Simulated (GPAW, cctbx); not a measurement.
# What do these deviations say about the bonding?

MgAl2Rh3, P6/mmm (no. 191), a = 5.5455 Å, b = 5.5455 Å, c = 3.7841 Å, α = 90.00°, β = 90.00°, γ = 120.00°.

| atom | mult. | x | y | z |
| --- | --- | --- | --- | --- |
| Rh1 | 3 | 0 | 1/2 | 1/2 |
| Al1 | 2 | 2/3 | 1/3 | 0 |
| Mg1 | 1 | 0 | 0 | 0 |

The start was made by putting kin elements into a known structure type; the compound need not exist, or be stable, in this form.

Absolute values of the static structure factors of the conventional cell from DFT (PBE, GPAW) against free spherical atoms, in electrons:

```
hkl  d (Å)  free atoms  crystal
100  4.803       42.33    42.67
001  3.784       89.26    89.52
101  2.972       37.38    37.23
110  2.773        9.16     9.22
200  2.401      106.23   105.84
111  2.237       60.71    60.41
201  2.027      100.63   100.14
002  1.892      121.84   120.92
210  1.815       32.30    32.24
102  1.760       31.88    31.57
```

**Question.** Which way does charge move, and which reflections show it best?

Project each element's phase sum on the total phase. |F| rises if density moves to atoms that scatter in phase and falls if it moves to atoms that scatter against it; the rule is for low angles, since changes of shape take over beyond. Where all elements are in phase the terms compete, and the compactness of the donor's and the acceptor's density matters too.

| hkl | Rh in phase | Al in phase | Mg in phase | change (e) | (%) |
| --- | --- | --- | --- | --- | --- |
| 100 | +1.0 | +1.0 | -1.0 | +0.33 | +0.8 |
| 001 | +3.0 | -2.0 | -1.0 | +0.27 | +0.3 |
| 101 | +1.0 | -1.0 | +1.0 | -0.15 | -0.4 |
| 110 | +1.0 | -2.0 | -1.0 | +0.06 | +0.6 |
| 200 | +3.0 | -1.0 | +1.0 | -0.39 | -0.4 |
| 111 | +1.0 | +2.0 | +1.0 | -0.30 | -0.5 |
| 201 | +3.0 | +1.0 | -1.0 | -0.49 | -0.5 |
| 002 | +3.0 | +2.0 | +1.0 | -0.92 | -0.8 |

Low-angle reflections that set elements apart and change by more than 0.05 e: 100, 001, 101, 110, 200 and 201. The signs fit a gain of density on Rh and Al and a loss on Mg, apart from 201. The best witness is 100, +0.8 %, where Rh enters with +1.0. The real-space density agrees: Voronoi charges Rh -0.11, Al -0.06, Mg +0.43 e. The shortest bond, Rh–Al, has Δρ = +0.06 e/Å³ at its midpoint.

[Outputs are excerpts: Python notices, other lines and further rows are left out; steps that failed or that the build refused (PBEsol, TPSS) are not shown.]

[Logs are printed without paths, hosts, clocks, repeated set-up lines and the standing remarks that a program may print on its own settings, such as how far it seeks lower states.]
